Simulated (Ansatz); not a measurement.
# GaAs wire along [111], 14 atoms a period, H-terminated: bands by functional, part 2 of 2

Aim: is the GaAs wire along [111], 14 atoms a period, H-terminated a metal or a semiconductor?

Ansatz 0.2.0; DFT PBE, plane waves, PAW; relaxation of a wire's period; PAW set soft_1 (the session's first sound run).

So far. Step 2 (Relaxing the period): The cell's length comes to 9.959 Å with spin left out.

### 3. The perfect wire

This step: DFT PBE, plane waves, PAW; bands of a perfect wire; PAW set soft_1 (Ansatz 0.2.0).

At the relaxed period the bands are computed along the axis; those that cross an energy going forward count the channels that a perfect wire would open there.

The input, input.yaml:

```yaml
crystal:
  lattice:
    - [13.446, 0.0, 0.0]
    - [0.0, 14.446, 0.0]
    - [0.0, 0.0, 9.9590807028]
  atoms:
    - { symbol: Ga, position: [0.341572964, 0.415777163, 0.987951312] }
    - { symbol: Ga, position: [0.5, 0.671275575, 0.98794319] }
    - { symbol: As, position: [0.355798389, 0.423493145, 0.242322398] }
    - { symbol: As, position: [0.5, 0.655998371, 0.242302912] }
    - { symbol: As, position: [0.644201611, 0.423493145, 0.242322398] }
    - { symbol: H, position: [0.246324426, 0.637259599, 0.288645912] }
    - { symbol: H, position: [0.5, 0.228356198, 0.288666527] }
    - { symbol: H, position: [0.753675574, 0.637259599, 0.288645912] }
    - { symbol: H, position: [0.266263246, 0.375389163, 0.305163427] }
    - { symbol: H, position: [0.5, 0.752225984, 0.305114845] }
    - { symbol: H, position: [0.733736754, 0.375389163, 0.305163427] }
    - { symbol: Ga, position: [0.344484119, 0.584586647, 0.322675918] }
    - { symbol: Ga, position: [0.5, 0.333836095, 0.322707887] }
    - { symbol: Ga, position: [0.655515881, 0.584586647, 0.322675918] }
    - { symbol: As, position: [0.358935302, 0.57681998, 0.576840528] }
    - { symbol: As, position: [0.5, 0.349378046, 0.576854813] }
    - { symbol: As, position: [0.641064698, 0.57681998, 0.576840528] }
    - { symbol: H, position: [0.264646229, 0.536838715, 0.637675434] }
    - { symbol: H, position: [0.348989306, 0.672817016, 0.637660859] }
    - { symbol: H, position: [0.41565586, 0.293354586, 0.637673345] }
    - { symbol: H, position: [0.58434414, 0.293354586, 0.637673345] }
    - { symbol: H, position: [0.651010694, 0.672817016, 0.637660859] }
    - { symbol: H, position: [0.735353771, 0.536838715, 0.637675434] }
    - { symbol: Ga, position: [0.5, 0.501014358, 0.699273919] }
    - { symbol: As, position: [0.5, 0.500955541, 0.940142233] }
    - { symbol: H, position: [0.250133989, 0.476927974, 0.947976801] }
    - { symbol: H, position: [0.352838642, 0.311468908, 0.948087194] }
    - { symbol: H, position: [0.397337119, 0.714326092, 0.947971983] }
    - { symbol: H, position: [0.602662881, 0.714326092, 0.947971983] }
    - { symbol: H, position: [0.647161358, 0.311468908, 0.948087194] }
    - { symbol: H, position: [0.749866011, 0.476927974, 0.947976801] }
    - { symbol: Ga, position: [0.658427036, 0.415777163, 0.987951312] }
kpoints:
  mp_grid: { grid: [1, 1, 9] }
  band_path: { path: ["Γ", Z], npoints: 90 }
scf:
  occupations: { method: fermi_dirac, width: 0.05 }
hamiltonian:
  xc: pbe
  pseudopotentials: { kind: paw, azcp: { folder: soft_1 } }
output:
  dos: { e_range: [-5, 4] }
  write_potential: true
  write_density: true
  volumetric_format: npy
```

Launch:

```console
> ansatz run input.yaml --threads 4 --pin off --max-ram 16384MiB --backend cpu --events-out ev --progress --plain --runs-dir out
```

Numbers of over 12 decimals in the logs are rounded to 6 here.

The program printed:

```text
[...]
Crystal: 32 atoms, lattice volume = 1934.461 Å³
Basis set: ecut = 420 eV, 37761 PW (Γ)
Bands: 139, of which v1, the nominal top of the filled ones, is band 107 counted from 1 (106 counted from 0)
Symmetry: 2 space group operations
[...]
k-points: 5 of 9 (time reversal used)
[...]
SCF iter   1: F=—  HF=-60764.119873 eV  |F-HF|=—  |Δ(HF+E_count)|=         —  Δρ=3.07e-2  dr2=1.70e1  ethr=3.10e-3  ⟨swp⟩=7.0  Hψ=3099  notcnv=0  defer=3
[...]
SCF iter  10: F=-60758.685474 eV  HF=-60758.685474 eV  |F-HF|=1.34e-8  |Δ(HF+E_count)|=   2.62e-7  Δρ=1.34e-6  dr2=3.87e-8  ethr=4.67e-11  ⟨swp⟩=15.6  Hψ=3987  notcnv=0
SCF 1 converged in 10 iterations: F = -60758.685474 eV  dr2 = 3.87e-8
[...]
NSCF: frozen V_eff on 91 k-points
WARN: The output density's exchange-correlation potential varies sharply where the density is thin. Do not read a vacuum level from v_tot or v_xc, or from such a field of the output density. On a cell that repeats whose density bears no net charge and no dipole along the vacuum's axis use v_es (v_loc + v_h of the components); under efield.dipole_correction with no amplitude use v_es + v_field, which holds any externa [...]
SCF converged after 10 iterations
Free energy (F): -60758.685474 eV
[...]
Internal energy: -60758.685474 eV  (E = F + TS)
E sigma→0 (E₀):  -60758.685474 eV
Fermi energy:    -2.000904 eV
[...]
--- Band table (eV; the first three rows and the last of 5) ---
  k-point 0: bands = [... 103 lower, -4.1922, -3.8242, -3.8237, -3.6096, -0.2660, 0.1868, 0.1893, 0.2436, ... 28 higher]
  k-point 1: bands = [... 103 lower, -4.1635, -3.8219, -3.8214, -3.6494, -0.2828, 0.0706, 0.0751, 0.3956, ... 28 higher]
  k-point 2: bands = [... 103 lower, -4.1114, -3.8149, -3.8144, -3.7669, -0.3177, -0.0133, -0.0087, 0.3436, ... 28 higher]
  k-point 4: bands = [... 103 lower, -4.0565, -4.0563, -3.7970, -3.7965, -0.3469, -0.0453, -0.0404, 0.0195, ... 28 higher]
```

Wall time 12 min (4 threads of Arm Neoverse V1, shared host); peak memory 13 GiB.

The column dr2 measures how far the density is from self-consistency, as an energy; F and HF (Harris–Foulkes) agree once it is small.

This step gave:

| Property | Result |
| --- | --- |
| band gap | 3.262 eV |

The electronic bands at the labelled points (eV, zero at the Fermi level; v1 is the highest filled band, c1 the lowest empty one):

```tsv
point	v4	v3	v2	v1	c1	c2	c3	c4
Γ	-2.19	-1.82	-1.82	-1.61	1.73	2.19	2.19	2.24
halfway	-2.10	-1.81	-1.81	-1.81	1.68	1.98	1.98	2.29
Z	-2.05	-2.05	-1.79	-1.79	1.65	1.96	1.96	2.00
```

The gap is 3.26 eV, with spin left out.

The path shows an indirect gap of 3.26 eV (valence top at Γ, conduction bottom between Γ and Z). The least direct gap is 3.34 eV.

### 4. Another level of theory, cutoff 500 eV, k-mesh 1×1×7

This step: DFT r2SCAN, plane waves, PAW; bands of a perfect wire at the PBE geometry; PAW set soft_1 (Ansatz 0.2.0).

The atoms stay at the PBE geometry and the functional changes. r2SCAN also reads the kinetic-energy density; it often gives larger moments and wider gaps than PBE, at a higher cost. Against the first PBE run of this kind, the cutoff is 500 eV against 420 and the mesh along the wire has 7 points against 9.

input.yaml, as its differences from that of step 3:

```diff
@@ -39,3 +39,3 @@
 kpoints:
-  mp_grid: { grid: [1, 1, 9] }
+  mp_grid: { grid: [1, 1, 7] }
   band_path: { path: ["Γ", Z], npoints: 90 }
@@ -44,8 +44,3 @@
 hamiltonian:
-  xc: pbe
+  xc: r2scan
   pseudopotentials: { kind: paw, azcp: { folder: soft_1 } }
-output:
-  dos: { e_range: [-5, 4] }
-  write_potential: true
-  write_density: true
-  volumetric_format: npy
```

The program printed:

```text
[...]
Crystal: 32 atoms, lattice volume = 1934.461 Å³
Basis set: ecut = 500 eV, 49117 PW (Γ), exchange–correlation on 400×432×300 points (64 copies of the dense FFT grid, shifted against one another)
Bands: 139, of which v1, the nominal top of the filled ones, is band 107 counted from 1 (106 counted from 0)
Symmetry: 2 space group operations
[...]
k-points: 4 of 7 (time reversal used)
[...]
SCF iter   1: F=—  HF=-60874.168809 eV  |F-HF|=—  |Δ(HF+E_count)|=         —  Δρ=3.00e-2  dr2=1.59e1  dr2_τ=1.34e-1  ethr=3.10e-3  ⟨swp⟩=7.0  Hψ=2416  notcnv=0  defer=11
[...]
SCF iter  10: F=-60870.668475 eV  HF=-60870.668475 eV  |F-HF|=1.12e-8  |Δ(HF+E_count)|=   4.72e-7  Δρ=1.47e-6  dr2=4.84e-8  dr2_τ=6.51e-10  ethr=4.67e-11  ⟨swp⟩=17.2  Hψ=3236  notcnv=0
SCF 1 converged in 10 iterations: F = -60870.668475 eV  dr2 = 4.84e-8
[...]
WARN: pass on a band path, mesh or list of k-points: the 91 k-points are solved 32 at a time at the most, because the 14.40 GiB of host memory that the pass is priced against does not hold them all with the solver's workspace as planned. The pass can take longer, above all where fewer k-points are solved at a time than the run has threads. As a rule a larger memory budget leaves room for more at once. The budget is what a run with no `--max-ram-frac` typed is planned for, 0.8 of the host's memory or its container's limit. More memory there lifts it, and so does a share over 0.88 that is typed (of such a share the budget is ten elevenths): [rest of the remark cut]
SCF converged after 10 iterations
Free energy (F): -60870.668475 eV
[...]
Internal energy: -60870.668475 eV  (E = F + TS)
E sigma→0 (E₀):  -60870.668475 eV
Fermi energy:    -2.027404 eV
[...]
--- Band table (eV) ---
  k-point 0: bands = [... 103 lower, -4.4399, -4.0693, -4.0689, -3.8331, -0.0600, 0.3438, 0.3447, 0.4303, ... 28 higher]
  k-point 1: bands = [... 103 lower, -4.3997, -4.0648, -4.0644, -3.9017, -0.0931, 0.2144, 0.2171, 0.6130, ... 28 higher]
  k-point 2: bands = [... 103 lower, -4.3411, -4.1007, -4.0521, -4.0517, -0.1531, 0.1435, 0.1464, 0.4769, ... 28 higher]
  k-point 3: bands = [... 103 lower, -4.3131, -4.3127, -4.0395, -4.0391, -0.1862, 0.1385, 0.1415, 0.2894, ... 28 higher]
```

The job ended after 19 min (4 threads; peak memory 12 GiB).

Numbers from this step:

* band gap: 3.643 eV

Electronic bands along the path, in eV, zero at the Fermi level; v1 is the highest filled band, c1 the lowest empty one:

```tsv
point	v4	v3	v2	v1	c1	c2	c3	c4
Γ	-2.41	-2.04	-2.04	-1.81	1.97	2.37	2.37	2.46
halfway	-2.33	-2.03	-2.03	-2.01	1.89	2.18	2.18	2.57
Z	-2.28	-2.28	-2.01	-2.01	1.84	2.17	2.17	2.29
```

The gap is 3.64 eV, against 3.26 eV under PBE at the relaxed period.

### 5. Another level of theory, level HSE06, cutoff 420 eV

This step: DFT HSE06, plane waves, PAW; levels of a perfect wire at the PBE geometry; PAW set soft_1 (Ansatz 0.2.0).

The atoms stay at the PBE geometry and the functional changes. HSE06 mixes in a quarter of short-range exact exchange, which removes part of the self-interaction that closes gaps; it is dear, so the mesh is thinner and no path is run. Against the first PBE run of this kind, the mesh along the wire has 4 points against 9.

input.yaml, as its differences from that of step 4:

```diff
@@ -39,4 +39,3 @@
 kpoints:
-  mp_grid: { grid: [1, 1, 7] }
-  band_path: { path: ["Γ", Z], npoints: 90 }
+  mp_grid: { grid: [1, 1, 4] }
 scf:
@@ -44,3 +43,3 @@
 hamiltonian:
-  xc: r2scan
+  xc: hse06
   pseudopotentials: { kind: paw, azcp: { folder: soft_1 } }
```

The program printed:

```text
[...]
Crystal: 32 atoms, lattice volume = 1934.461 Å³
Basis set: ecut = 420 eV, 37761 PW (Γ)
Bands: 139, of which v1, the nominal top of the filled ones, is band 107 counted from 1 (106 counted from 0)
Symmetry: 2 space group operations
[...]
k-points: 3 of 4 (time reversal used)
[...]
Internal energy: -60771.285855 eV  (E = F + TS)
E sigma→0 (E₀):  -60771.285855 eV
Fermi energy:    -2.053998 eV
[...]
--- Band table (eV) ---
  k-point 0: bands = [... 103 lower, -4.7577, -4.4139, -4.4138, -4.1008, 0.1540]
  k-point 1: bands = [... 103 lower, -4.6820, -4.3916, -4.3916, -4.3197, 0.0687]
  k-point 2: bands = [... 103 lower, -4.6465, -4.6459, -4.3644, -4.3643, 0.0213]
  guard bands above this table: 31 of the run's 139 bands. The solve was not asked for them (output.publish_guard_bands: true or output.eigenvalues: true publishes all)
[key lines of the parts left out:]
Free energy (F): -60771.285855 eV
```

Run time: 12 min. Hardware: 4 threads; peak memory 5.8 GiB; 46 min of CPU time.

Numbers from this step:

```
band gap : 4.122 eV
```

The gap is 4.12 eV, against 3.26 eV under PBE at the relaxed period.

### 6. What came out

- cell length, PBE: 9.959 Å
- gap, PBE: 3.26 eV
- gap, r2SCAN: 3.64 eV
- gap, HSE06: 4.12 eV

What this shows: Under PBE the cell's length is 9.96 Å, and a gap of 3.26 eV makes it a semiconductor. At the relaxed period the wire is gapped under every functional, from 3.26 eV (PBE) to 4.12 eV (HSE06). Weak screening in one dimension makes quasiparticle gaps larger than the semilocal gaps, as a rule. Plain hydrogen on a compound's surface is a simple closure: it may leave surface states, and facets that end in unlike atoms put a field across the wire, both of which shrink the gap. A hybrid's gap is read on a coarse mesh, without a band path.

[Logs are printed without paths, hosts, clocks, repeated set-up lines and the standing remarks that a program may print on its own settings, such as how far it seeks lower states.]

[Hosts, paths, dates, database ids (printed as entryN), source tags and the programs' standing remarks are cut or masked in the printed files.]
